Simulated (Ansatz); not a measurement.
# The perfect Pd wire of staggered 4-rings about a central row, part 3 of 4

Aim: is the Pd wire of staggered 4-rings about a central row a metal or a semiconductor?

Ansatz 0.2.0; DFT PBE, plane waves, PAW; relaxation of a wire's period (the session's first sound run).

So far, conductance of the lead as this run defines it (G₀): step 3 (the perfect wire) 6.02.

**7. Another level of theory, level PBE, no spin, cutoff 420 eV**

This step: DFT PBE, plane waves, PAW; bands of a perfect wire at the PBE geometry (Ansatz 0.2.0).

The same atoms without spin show what the magnetic order does to the bands. Against the first PBE run of this kind, the mesh along the wire has 13 points against 17.

input.yaml reads:

```yaml
crystal:
  lattice:
    - [11.48, 0.0, 0.0]
    - [0.0, 11.48, 0.0]
    - [0.0, 0.0, 4.7965220552]
  atoms:
    - { symbol: Pd, position: [0.296789744, 0.500020958, 0.0] }
    - { symbol: Pd, position: [0.500020958, 0.703252173, 0.0] }
    - { symbol: Pd, position: [0.500020958, 0.296789744, 0.0] }
    - { symbol: Pd, position: [0.703252173, 0.500020958, 0.0] }
    - { symbol: Pd, position: [0.500020958, 0.500020958, 0.250126601] }
    - { symbol: Pd, position: [0.356228976, 0.643812941, 0.5] }
    - { symbol: Pd, position: [0.356228976, 0.356228976, 0.5] }
    - { symbol: Pd, position: [0.643812941, 0.643812941, 0.5] }
    - { symbol: Pd, position: [0.643812941, 0.356228976, 0.5] }
    - { symbol: Pd, position: [0.500020958, 0.500020958, 0.749873399] }
kpoints:
  mp_grid: { grid: [1, 1, 13] }
  band_path: { path: ["Γ", Z], npoints: 50 }
scf:
  occupations: { method: fermi_dirac, width: 0.05 }
hamiltonian:
  xc: pbe
```

Launch:

```
$ ansatz run input.yaml --threads 8 --pin off --max-ram 16384MiB --backend cpu --events-out ev --progress --plain --runs-dir out
```

Numbers of over 12 decimals in the logs are rounded to 6 here.

The log of the run:

```text
[...]
Crystal: 10 atoms, lattice volume = 632.136 Å³
Basis set: ecut = 420 eV, 12281 PW (Γ)
Bands: 108, of which v1, the nominal top of the filled ones, is band 90 counted from 1 (89 counted from 0)
Symmetry: 16 space group operations
[...]
k-points: 7 of 13
[...]
--- Band table (eV; the first three rows and the last of 7) ---
  k-point 0: bands = [... 86 lower, 0.8095, 0.9021, 0.9021, 0.9520, 0.9527, 1.2796, 1.3846, 2.3709, ... 14 higher]
  k-point 1: bands = [... 86 lower, 0.8500, 0.9105, 0.9105, 0.9461, 0.9462, 1.2301, 1.3204, 2.4106, ... 14 higher]
  k-point 2: bands = [... 86 lower, 0.9025, 0.9305, 0.9323, 0.9417, 0.9417, 1.0894, 1.1382, 2.5342, ... 14 higher]
  k-point 6: bands = [... 86 lower, 0.7409, 0.7409, 0.7938, 0.7938, 0.9310, 0.9395, 1.8162, 1.8162, ... 14 higher]
[key lines of the parts left out:]
SCF converged after 13 iterations
Free energy (F): -69716.164368 eV
Fermi energy:    0.966580 eV
```

It took 6.8 s on 8 threads of AMD EPYC 9R45, shared host; peak memory 3.2 GiB.

Bands cross the Fermi level, as under PBE at the relaxed period.

**8. Two-component spinors**

This step: DFT PBE, plane waves, fully relativistic PAW; bands of a perfect wire with spin-orbit coupling (Ansatz 0.2.0).

Spin-orbit coupling mixes the spins and splits bands that cross or touch without it, so it can open or close channels. Fully relativistic datasets take the place of the scalar ones. Against the first PBE run of this kind, the mesh along the wire has 11 points against 17.

input.yaml reads:

```yaml
crystal:
  lattice:
    - [11.48, 0.0, 0.0]
    - [0.0, 11.48, 0.0]
    - [0.0, 0.0, 4.7965220552]
  atoms:
    - { symbol: Pd, position: [0.296789744, 0.500020958, 0.0], spin: 0.35, spin_axis: [0.0, 0.0, 1.0] }
    - { symbol: Pd, position: [0.500020958, 0.703252173, 0.0], spin: 0.35, spin_axis: [0.0, 0.0, 1.0] }
    - { symbol: Pd, position: [0.500020958, 0.296789744, 0.0], spin: 0.35, spin_axis: [0.0, 0.0, 1.0] }
    - { symbol: Pd, position: [0.703252173, 0.500020958, 0.0], spin: 0.35, spin_axis: [0.0, 0.0, 1.0] }
    - { symbol: Pd, position: [0.500020958, 0.500020958, 0.250126601], spin: 0.56, spin_axis: [0.0, 0.0, 1.0] }
    - { symbol: Pd, position: [0.356228976, 0.643812941, 0.5], spin: 0.35, spin_axis: [0.0, 0.0, 1.0] }
    - { symbol: Pd, position: [0.356228976, 0.356228976, 0.5], spin: 0.35, spin_axis: [0.0, 0.0, 1.0] }
    - { symbol: Pd, position: [0.643812941, 0.643812941, 0.5], spin: 0.35, spin_axis: [0.0, 0.0, 1.0] }
    - { symbol: Pd, position: [0.643812941, 0.356228976, 0.5], spin: 0.35, spin_axis: [0.0, 0.0, 1.0] }
    - { symbol: Pd, position: [0.500020958, 0.500020958, 0.749873399], spin: 0.56, spin_axis: [0.0, 0.0, 1.0] }
kpoints:
  mp_grid: { grid: [1, 1, 11] }
  band_path: { path: ["Γ", Z], npoints: 50 }
scf:
  occupations: { method: fermi_dirac, width: 0.05 }
hamiltonian:
  xc: pbe
  pseudopotentials: { kind: paw_fr }
magnetization:
  noncollinear: true
  spin_orbit: true
```

The log of the run:

```text
[...]
Crystal: 10 atoms, lattice volume = 632.136 Å³
Basis set: ecut = 420 eV, 12281 PW (Γ)
Bands: 216, of which v1, the nominal top of the filled ones, is band 180 counted from 1 (179 counted from 0)
Symmetry: 8 space group operations + 8 with time reversal
[...]
k-points: 6 of 11
Projection manifold: j_resolved (fully-relativistic pseudo-atomic orbitals)
[...]
Starting moments: Σ|m| = 3.92 μB on 10 of 10 sites
[...]
SCF iter   1: F=—  HF=-69746.026631 eV  |F-HF|=—  |Δ(HF+E_count)|=         —  Δρ=8.06e-2  dr2=6.16e1  dr2_m=1.74e-1  ethr=3.10e-3  |M|=2.72e0 ∫|m|=2.88e0 μB  |m|>n=8.5e-3 m-floor=8.5e-3 τ_xc=0.0e0 mc-row=8.5e-3  β_m=0.30  ⟨swp⟩=11.3  Hψ=7953  notcnv=0  defer=56
[...]
SCF iter  22: F=-69736.972717 eV  HF=-69736.972717 eV  |F-HF|=7.07e-9  |Δ(HF+E_count)|=   2.33e-8  Δρ=1.05e-6  dr2=8.60e-9  dr2_m=1.75e-9  ethr=1.27e-11  |M|=3.74e0 ∫|m|=4.00e0 μB  |m|>n=1.5e-4 m-floor=1.5e-4 τ_xc=1.6e-2 mc-row=1.5e-4  ⟨swp⟩=1.0  Hψ=3406  notcnv=0
SCF 1 converged in 22 iterations: F = -69736.972717 eV  dr2 = 8.60e-9
[...]
SCF converged after 22 iterations
Magnetization: |M| = 3.7396 μB,  M = (-0.0000, -0.0000, +3.7396) μB
Absolute magnetization: 3.9996 μB (∫|m|, with the PAW one-centre terms)
  site 0: m = (-0.0000, +0.0000, +0.3171) μB, |m| = 0.3171 μB  (R = 1.08 Å)
  site 1: m = (+0.0000, +0.0000, +0.3171) μB, |m| = 0.3171 μB  (R = 1.08 Å)
  site 2: m = (+0.0000, -0.0000, +0.3171) μB, |m| = 0.3171 μB  (R = 1.08 Å)
  site 3: m = (+0.0000, +0.0000, +0.3171) μB, |m| = 0.3171 μB  (R = 1.08 Å)
  site 4: m = (+0.0000, -0.0000, +0.5114) μB, |m| = 0.5114 μB  (R = 0.99 Å)
  site 5: m = (+0.0000, -0.0000, +0.3183) μB, |m| = 0.3183 μB  (R = 1.08 Å)
  site 6: m = (+0.0000, +0.0000, +0.3183) μB, |m| = 0.3183 μB  (R = 1.08 Å)
  site 7: m = (-0.0000, -0.0000, +0.3183) μB, |m| = 0.3183 μB  (R = 1.08 Å)
  site 8: m = (-0.0000, +0.0000, +0.3183) μB, |m| = 0.3183 μB  (R = 1.08 Å)
  site 9: m = (-0.0000, +0.0000, +0.5114) μB, |m| = 0.5114 μB  (R = 0.99 Å)
Free energy (F): -69736.972717 eV
[...]
Internal energy: -69736.773135 eV  (E = F + TS)
E sigma→0 (E₀):  -69736.872926 eV
Entropy (-TS):   -0.199582 eV (-19.958 meV/atom)
Fermi energy:    1.032621 eV
[...]
--- Band table (eV; the first three rows and the last of 6) ---
  k-point 0: bands = [... 176 lower, 0.9613, 0.9906, 1.0389, 1.0614, 1.0863, 1.1155, 1.1574, 1.2438, ... 32 higher]
  k-point 1: bands = [... 176 lower, 0.9912, 1.0218, 1.0468, 1.0524, 1.0542, 1.1261, 1.1487, 1.1608, ... 32 higher]
  k-point 2: bands = [... 176 lower, 0.8685, 0.9369, 1.0388, 1.0478, 1.0940, 1.0956, 1.1021, 1.1312, ... 32 higher]
  k-point 5: bands = [... 176 lower, 0.8315, 0.8364, 0.8368, 0.9186, 0.9594, 0.9724, 1.0733, 1.0891, ... 32 higher]
```

Run time: 2.1 min. Hardware: 8 threads; peak memory 14 GiB.

Numbers from this step:

* energy at zero smearing: -69736.8729 eV
* total moment: 3.740 μB
* absolute moment: 4.000 μB

Electronic bands along the path, in eV, zero at the Fermi level:

| point | band 176 | band 177 | band 178 | band 179 | band 180 | band 181 | band 182 | band 183 |
| --- | --- | --- | --- | --- | --- | --- | --- | --- |
| Γ | -0.19 | -0.07 | -0.04 | 0.01 | 0.03 | 0.05 | 0.08 | 0.12 |
| halfway | -0.18 | -0.17 | -0.15 | -0.11 | -0.03 | 0.00 | 0.03 | 0.08 |
| Z | -0.31 | -0.20 | -0.20 | -0.14 | -0.14 | -0.09 | -0.09 | 0.05 |

Bands cross the Fermi level, as under PBE at the relaxed period, with an absolute moment of 4.00 μB a cell.

**9. At a strained period, period over the relaxed period 0.97**

This step: DFT PBE, plane waves, PAW; relaxation at a fixed period (Ansatz 0.2.0).

The period is set to 0.97 times the relaxed one and the atoms relax within it: strain changes bond lengths and angles, which shifts the bands against each other. Against the first PBE run of this kind, the mesh along the wire has 13 points against 17.

The cell differs from the one that the last finished run ended in (c 4.797 → 4.653 Å).

input.yaml reads:

```yaml
crystal:
  lattice:
    - [11.48, 0.0, 0.0]
    - [0.0, 11.48, 0.0]
    - [0.0, 0.0, 4.6526263936]
  atoms:
    - { symbol: Pd, position: [0.296789744, 0.500020958, 0.0], spin: 0.35 }
    - { symbol: Pd, position: [0.500020958, 0.703252173, 0.0], spin: 0.35 }
    - { symbol: Pd, position: [0.500020958, 0.296789744, 0.0], spin: 0.35 }
    - { symbol: Pd, position: [0.703252173, 0.500020958, 0.0], spin: 0.35 }
    - { symbol: Pd, position: [0.500020958, 0.500020958, 0.250126601], spin: 0.56 }
    - { symbol: Pd, position: [0.356228976, 0.643812941, 0.5], spin: 0.35 }
    - { symbol: Pd, position: [0.356228976, 0.356228976, 0.5], spin: 0.35 }
    - { symbol: Pd, position: [0.643812941, 0.643812941, 0.5], spin: 0.35 }
    - { symbol: Pd, position: [0.643812941, 0.356228976, 0.5], spin: 0.35 }
    - { symbol: Pd, position: [0.500020958, 0.500020958, 0.749873399], spin: 0.56 }
magnetization:
  spin_polarized: true
kpoints:
  mp_grid: { grid: [1, 1, 13] }
  band_path: { path: ["Γ", Z], npoints: 50 }
scf:
  occupations: { method: fermi_dirac, width: 0.05 }
hamiltonian:
  xc: pbe
relax:
  max_steps: 40
  f_tol: 0.02
output:
  stress: true
```

The log of the run:

```text
Warning: output.stress: scf.convergence.dr2_threshold = 1e-7 eV (the SCF's general default) is looser than the 1e-9 eV advised for a printed stress (1e-10 eV for each atom of the cell: 10). What an SCF threshold leaves in a stress goes as its square root, and in the free energy as the threshold itself, and one threshold admits the most on a small cell: [figures from the program's tests cut] Every solve of this run an [...]
[...]
Crystal: 10 atoms, lattice volume = 613.171 Å³
Basis set: ecut = 420 eV, 11983 PW (Γ), exchange–correlation on 160×160×64 points (8 copies of the dense FFT grid, shifted against one another)
Bands: 111, of which v1, the nominal top of the filled ones, is band 90 counted from 1 (89 counted from 0)
Symmetry: 16 space group operations
[...]
k-points: 7 of 13
[...]
Starting moments: Σ|m| = 3.92 μB on 10 of 10 sites
[...]
SCF iter   1: F=—  HF=-69725.210380 eV  |F-HF|=—  |Δ(HF+E_count)|=         —  Δρ=4.38e-2 (↑4.38e-2 ↓3.83e-2)  dr2=6.28e1  dr2_m=1.95e-1  M=2.623 μB ∫|m|=2.751 μB  β_m=0.30  ethr=3.10e-3  ⟨swp⟩=6.6  Hψ=6256  notcnv=0  defer=34
[...]
SCF iter  19: F=-69716.173947 eV  HF=-69716.173947 eV  |F-HF|=1.66e-7  |Δ(HF+E_count)|=   3.09e-7  Δρ=5.36e-6 (↑3.97e-6 ↓5.36e-6)  dr2=2.15e-7  dr2_m=8.37e-8  M=3.671 μB ∫|m|=3.856 μB  ethr=2.17e-10  ⟨swp⟩=3.0  Hψ=3124  notcnv=0
SCF 1 converged in 19 iterations: F = -69716.173947 eV  dr2 = 2.15e-7
[...]
relax step   1: F+E_penalty+E_count = -69716.17394652 eV  Δ(F+E_penalty+E_count) = +0.000e0 eV  max|allowed force component| = 2.944e-1 eV/Å  Δτ_max = 0.0000 Å  (19 SCF iters, dr2 threshold 1.00e-5 eV, accepted)
[...]
SCF iter   9: F=-69716.204482 eV  HF=-69716.204483 eV  |F-HF|=1.22e-6  |Δ(HF+E_count)|=   4.37e-8  Δρ=6.01e-6 (↑2.78e-6 ↓6.01e-6)  dr2=1.30e-6  dr2_m=3.07e-8  M=3.395 μB ∫|m|=3.580 μB  ethr=1.22e-9  ⟨swp⟩=2.0  Hψ=3540  notcnv=0
SCF 2 converged in 9 iterations: F = -69716.204482 eV  dr2 = 1.30e-6
relax step   2: F+E_penalty+E_count = -69716.20448169 eV  Δ(F+E_penalty+E_count) = -3.054e-2 eV  max|allowed force component| = 1.237e-1 eV/Å  Δτ_max = 0.0476 Å  (9 SCF iters, dr2 threshold 5.42e-6 eV, accepted)
SCF iter   1: F=—  HF=-69716.212533 eV  |F-HF|=—  |Δ(HF+E_count)|=         —  Δρ=8.91e-4 (↑5.03e-4 ↓8.91e-4)  dr2=7.49e-3  dr2_m=6.99e-4  M=3.463 μB ∫|m|=3.642 μB  β_m=0.30  ethr=4.10e-5  ⟨swp⟩=3.4  Hψ=3539  notcnv=0  defer=160
[...]
SCF iter   9: F=-69716.211752 eV  HF=-69716.211752 eV  |F-HF|=1.21e-7  |Δ(HF+E_count)|=   3.11e-9  Δρ=2.10e-6 (↑9.24e-7 ↓2.10e-6)  dr2=1.30e-7  dr2_m=4.11e-9  M=3.470 μB ∫|m|=3.655 μB  ethr=2.00e-10  ⟨swp⟩=2.0  Hψ=3591  notcnv=0
SCF 3 converged in 9 iterations: F = -69716.211752 eV  dr2 = 1.30e-7
relax step   3: F+E_penalty+E_count = -69716.21175232 eV  Δ(F+E_penalty+E_count) = -7.271e-3 eV  max|allowed force component| = 5.637e-3 eV/Å  Δτ_max = 0.0155 Å  (9 SCF iters, dr2 threshold 9.56e-7 eV, accepted)
[...]
SCF iter   3: F=-69716.211752 eV  HF=-69716.211752 eV  |F-HF|=4.22e-8  |Δ(HF+E_count)|=   2.76e-9  Δρ=9.78e-7 (↑8.15e-7 ↓9.78e-7)  dr2=4.53e-8  dr2_m=3.10e-10  M=3.470 μB ∫|m|=3.655 μB  ethr=5.08e-11  ⟨swp⟩=1.6  Hψ=3259  notcnv=0
SCF 4 converged in 3 iterations: F = -69716.211752 eV  dr2 = 4.53e-8
[...]
relax step   4: F+E_penalty+E_count = -69716.21175239 eV  Δ(F+E_penalty+E_count) = -7.346e-8 eV  max|allowed force component| = 5.634e-3 eV/Å  Δτ_max = 0.0000 Å  (3 SCF iters, accepted)
[...]
the band table was solved once a step of the walk had ended and its energy, with any forces and stress, was formed, with the checks that follow a solve (7983 applications of the Hamiltonian). They found nothing against the state; the energy, forces and stress were not computed again (output.eigenvalues in the input reference)
[...]
SCF converged after 3 iterations
Magnetization: 3.4696 μB (91.7348 up, 88.2652 down)
Absolute magnetization: 3.6553 μB (∫|ρ↑−ρ↓|, with the PAW one-centre terms)
[...]
Per-site moments (μB) at R_I (Å): [(0.288528, 1.087150), (0.288528, 1.087150), (0.288528, 1.087150), (0.288528, 1.087150), (0.478841, 0.959061), (0.288410, 1.087677), (0.288410, 1.087677), (0.288410, 1.087677), (0.288410, 1.087677), (0.478841, 0.959061)]
Free energy (F): -69716.211752 eV
[...]
Internal energy: -69716.019948 eV  (E = F + TS)
E sigma→0 (E₀):  -69716.115850 eV
Entropy (-TS):   -0.191805 eV (-19.180 meV/atom)
Fermi energy:    1.183061 eV
[...]
--- Forces (eV/Å), atoms counted from 1 ---
  atom   1  Pd    -0.00563376     0.00000000     0.00000000
  atom   2  Pd     0.00000000     0.00563376     0.00000000
  atom   3  Pd     0.00000000    -0.00563376     0.00000000
  atom   4  Pd     0.00563376     0.00000000     0.00000000
  atom   5  Pd     0.00000000     0.00000000     0.00163586
  atom   6  Pd    -0.00476706     0.00476706     0.00000000
  atom   7  Pd    -0.00476706    -0.00476706     0.00000000
  atom   8  Pd     0.00476706     0.00476706     0.00000000
  atom   9  Pd     0.00476706    -0.00476706     0.00000000
  atom  10  Pd     0.00000000     0.00000000    -0.00163586
  max |Σ_I F_I| component: 8.67e-19 eV/Å
--- Stress (GPa, compression-positive) ---
        0.050047       0.000000       0.000000
        0.000000       0.050047       0.000000
        0.000000       0.000000       1.108280
  P = ⅓ Tr σ = 0.4028 GPa (4.028 kbar)
--- Band table (eV; the first three rows and the last of 14) ---
  k-point 0 ↑: bands = [... 86 lower, 0.7208, 0.8669, 0.8669, 0.8805, 0.8830, 1.4105, 1.5274, 2.3883, ... 17 higher]
  k-point 1 ↑: bands = [... 86 lower, 0.7949, 0.8732, 0.8732, 0.8772, 0.8792, 1.3540, 1.4558, 2.4292, ... 17 higher]
  k-point 2 ↑: bands = [... 86 lower, 0.8555, 0.8731, 0.8735, 0.9026, 0.9026, 1.1943, 1.2495, 2.5579, ... 17 higher]
  k-point 6 ↓: bands = [... 86 lower, 0.9933, 1.0005, 1.0741, 1.0741, 1.2695, 1.2794, 2.0581, 2.0581, ... 17 higher]
--- Relaxed structure (4 steps of the walk, 4 accepted, 0 SCFs on fresh bases) ---
  F+E_penalty+E_count = -69716.21175239 eV   max|allowed force component| = 5.634e-3 eV/Å
  atoms:
    - { symbol: Pd, position: [0.294043, 0.5000209583, 0.0] }
    - { symbol: Pd, position: [0.5000209583, 0.705999, 0.0] }
    - { symbol: Pd, position: [0.5000209583, 0.294043, 0.0] }
    - { symbol: Pd, position: [0.705999, 0.5000209583, 0.0] }
    - { symbol: Pd, position: [0.5000209583, 0.5000209583, 0.250142] }
    - { symbol: Pd, position: [0.354245, 0.645797, 0.500000] }
    - { symbol: Pd, position: [0.354245, 0.354245, 0.500000] }
    - { symbol: Pd, position: [0.645797, 0.645797, 0.500000] }
    - { symbol: Pd, position: [0.645797, 0.354245, 0.500000] }
    - { symbol: Pd, position: [0.5000209583, 0.5000209583, 0.749858] }
```

The job ended after 23 s (8 threads; peak memory 4.4 GiB; 2.9 min of CPU time).

Step by step:

| step | energy less that of the first step (eV) | largest force component (eV/Å) |
| --- | --- | --- |
| 1 | 0.0000 | 0.2944 |
| 2 | -0.0305 | 0.1237 |
| 3 | -0.0378 | 0.0056 |
| 4 | -0.0378 | 0.0056 |

Forces are held to the 16 operations that the run works with; a distortion that breaks them can't arise in this run.

The atoms that moved most (Å):

| atom | dx | dy | dz | length |
| --- | --- | --- | --- | --- |
| Pd7 | -0.023 | -0.023 | 0.000 | 0.032 |
| Pd6 | -0.023 | 0.023 | 0.000 | 0.032 |
| Pd9 | 0.023 | -0.023 | 0.000 | 0.032 |
| Pd8 | 0.023 | 0.023 | 0.000 | 0.032 |
| Pd3 | 0.000 | -0.032 | 0.000 | 0.032 |
| Pd1 | -0.032 | 0.000 | 0.000 | 0.032 |
| Pd4 | 0.032 | 0.000 | 0.000 | 0.032 |
| Pd2 | 0.000 | 0.032 | 0.000 | 0.032 |

The relaxed structure:

```xyz
10
Lattice="11.4800 0.0000 0.0000 0.0000 11.4800 0.0000 0.0000 0.0000 4.6526" Properties=species:S:1:pos:R:3
Pd    3.3756    5.7402    0.0000
Pd    5.7402    8.1049    0.0000
Pd    5.7402    3.3756    0.0000
Pd    8.1049    5.7402    0.0000
Pd    5.7402    5.7402    1.1638
Pd    4.0667    7.4138    2.3263
Pd    4.0667    4.0667    2.3263
Pd    7.4138    7.4138    2.3263
Pd    7.4138    4.0667    2.3263
Pd    5.7402    5.7402    3.4888
```

Numbers from this step:

- energy at zero smearing: -69716.1159 eV
- total moment: 3.470 μB
- absolute moment: 3.655 μB

Bands cross the Fermi level, as under PBE at the relaxed period, with an absolute moment of 3.66 μB a cell.

**10. Strain along the wire, period over the relaxed period 1.03**

The period is set to 1.03 times the relaxed one and the atoms relax within it: strain changes bond lengths and angles, which shifts the bands against each other. Against the first PBE run of this kind, the mesh along the wire has 13 points against 17.

The cell differs from the one that the last finished run ended in (c 4.653 → 4.940 Å).

input.yaml: that of step 9 with these lines changed.

```diff
@@ -4,3 +4,3 @@
     - [0.0, 11.48, 0.0]
-    - [0.0, 0.0, 4.6526263936]
+    - [0.0, 0.0, 4.9404177169]
   atoms:
```

The log of the run:

```text
[...]
Crystal: 10 atoms, lattice volume = 651.100 Å³
Basis set: ecut = 420 eV, 12753 PW (Γ), exchange–correlation on 160×160×72 points (8 copies of the dense FFT grid, shifted against one another)
Bands: 111, of which v1, the nominal top of the filled ones, is band 90 counted from 1 (89 counted from 0)
[...]
- { symbol: Pd, position: [0.700403, 0.5000209583, 0.0] }
    - { symbol: Pd, position: [0.5000209583, 0.5000209583, 0.250128] }
    - { symbol: Pd, position: [0.358250, 0.641792, 0.5] }
    - { symbol: Pd, position: [0.358250, 0.358250, 0.5] }
    - { symbol: Pd, position: [0.641792, 0.641792, 0.5] }
    - { symbol: Pd, position: [0.641792, 0.358250, 0.5] }
    - { symbol: Pd, position: [0.5000209583, 0.5000209583, 0.749872] }
[key lines of the parts left out:]
SCF converged after 4 iterations
Magnetization: 4.9968 μB (92.4984 up, 87.5016 down)
Free energy (F): -69716.241616 eV
Fermi energy:    0.858952 eV
P = ⅓ Tr σ = -0.1693 GPa (-1.693 kbar)
```

It took 24 s on 8 threads; peak memory 4.6 GiB.

Step by step:

| step | energy less that of the first step (eV) | largest force component (eV/Å) |
| --- | --- | --- |
| 1 | 0.0000 | 0.2647 |
| 2 | -0.0212 | 0.1787 |
| 3 | -0.0348 | 0.0057 |
| 4 | -0.0348 | 0.0056 |

The run keeps the 16 symmetry operations that it works with, so distortions that break them were not tested.

The atoms that moved most (Å):

| atom | dx | dy | dz | length |
| --- | --- | --- | --- | --- |
| Pd8 | -0.023 | -0.023 | 0.000 | 0.033 |
| Pd6 | 0.023 | -0.023 | 0.000 | 0.033 |
| Pd9 | -0.023 | 0.023 | 0.000 | 0.033 |
| Pd7 | 0.023 | 0.023 | 0.000 | 0.033 |
| Pd4 | -0.033 | 0.000 | 0.000 | 0.033 |
| Pd2 | 0.000 | -0.033 | 0.000 | 0.033 |
| Pd3 | 0.000 | 0.033 | 0.000 | 0.033 |
| Pd1 | 0.033 | 0.000 | 0.000 | 0.033 |

Final coordinates:

```cif
data_structure
_symmetry_space_group_name_H-M 'P 1'
_symmetry_Int_Tables_number 1
_cell_length_a 11.4800
_cell_length_b 11.4800
_cell_length_c 4.9404
_cell_angle_alpha 90.000
_cell_angle_beta 90.000
_cell_angle_gamma 90.000
_cell_volume 651.10
loop_
_atom_site_label
_atom_site_type_symbol
_atom_site_fract_x
_atom_site_fract_y
_atom_site_fract_z
_atom_site_occupancy
Pd1 Pd 0.29964 0.50002 0.00000 1
Pd2 Pd 0.50002 0.70040 0.00000 1
Pd3 Pd 0.50002 0.29964 0.00000 1
Pd4 Pd 0.70040 0.50002 0.00000 1
Pd5 Pd 0.50002 0.50002 0.25013 1
Pd6 Pd 0.35825 0.64179 0.50000 1
Pd7 Pd 0.35825 0.35825 0.50000 1
Pd8 Pd 0.64179 0.64179 0.50000 1
Pd9 Pd 0.64179 0.35825 0.50000 1
Pd10 Pd 0.50002 0.50002 0.74987 1
```

Numbers from this step:

| Property | Result |
| --- | --- |
| energy at zero smearing | -69716.1500 eV |
| total moment | 4.997 μB |
| absolute moment | 5.262 μB |

Bands cross the Fermi level, as under PBE at the relaxed period, with an absolute moment of 5.26 μB a cell.

[end of part 3 of 4]

[Logs are printed without paths, hosts, clocks, repeated set-up lines and the standing remarks that a program may print on its own settings, such as how far it seeks lower states.]

[Hosts, paths, dates, database ids (printed as entryN), source tags and the programs' standing remarks are cut or masked in the printed files.]
